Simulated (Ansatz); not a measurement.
Records of electronic-structure calculations.

**SrIBr (Pnma): spin-orbit coupling beyond the local functionals**

Symmetry: Pnma, No. 62, orthorhombic system. Conventional cell: a = 8.169 Å, b = 5.132 Å, c = 11.031 Å, α = 90.00°, β = 90.00°, γ = 90.00°. Nearest to Sr lie 3 Br at 3.07 to 3.12 Å and 4 I at 3.39 to 3.51 Å. I has 4 Sr at 3.39 to 3.51 Å nearest. Br has 3 Sr at 3.07 to 3.12 Å nearest. Farther neighbours and most contacts between anions are not listed.

```xyz
12
Lattice="8.1691 0.0000 0.0000 0.0000 5.1319 0.0000 0.0000 0.0000 11.0309" Properties=species:S:1:pos:R:3 pbc="T T T"
Sr    2.2884    3.8489    4.6451
Sr    6.3730    3.8489    0.8703
Sr    5.8807    1.2830    6.3858
Sr    1.7961    1.2830   10.1605
I     2.9994    3.8489    1.2081
I     7.0839    3.8489    4.3073
I     5.1697    1.2830    9.8227
I     1.0852    1.2830    6.7235
Br    4.2299    3.8489    7.0284
Br    0.1454    3.8489    9.5179
Br    3.9392    1.2830    4.0024
Br    8.0237    1.2830    1.5130
```

- method: DFT, HSE06 with spin-orbit coupling, plane waves, PAW (and 1 further level or step)
- program: Ansatz 0.2.0
- settings of one run: cutoff 420 eV, 2×2×2 k-mesh, default PAW, PAW set soft 2
- cost: 2 runs, 5 min in all on 1 × NVIDIA H100 80GB HBM3 (shared by 6 runs) with 3 threads of AMD EPYC 7R13 (Zen 3), shared host (the runs of this entry)
- notes: The program’s warnings: device shed. The cell and positions are those that the Materials Project relaxed with its own functionals (PBE, PBE+U or r2SCAN), kept fixed.
- HSE06: 4.97 eV
- HSE06+SOC: 4.71 eV

Spin-orbit coupling changes the gap by −0.26 eV and the least direct gap by −0.26 eV.

[Paths, hosts, dates, memory and timing lines, banners, echoed tables and standing remarks are left out of the program output.]

[Logs are printed without paths, hosts, clocks, repeated set-up lines and the standing remarks that a program may print on its own settings, such as how far it seeks lower states.]

[Runs of the session that timed out or met a known fault of the program may be left out.]

[Cells called generated may have been cut or substituted from an entry of the Crystallography Open Database or the Materials Project.]

[Hosts, paths, dates, database ids (printed as entryN), source tags and the programs' standing remarks are cut or masked in the printed files.]
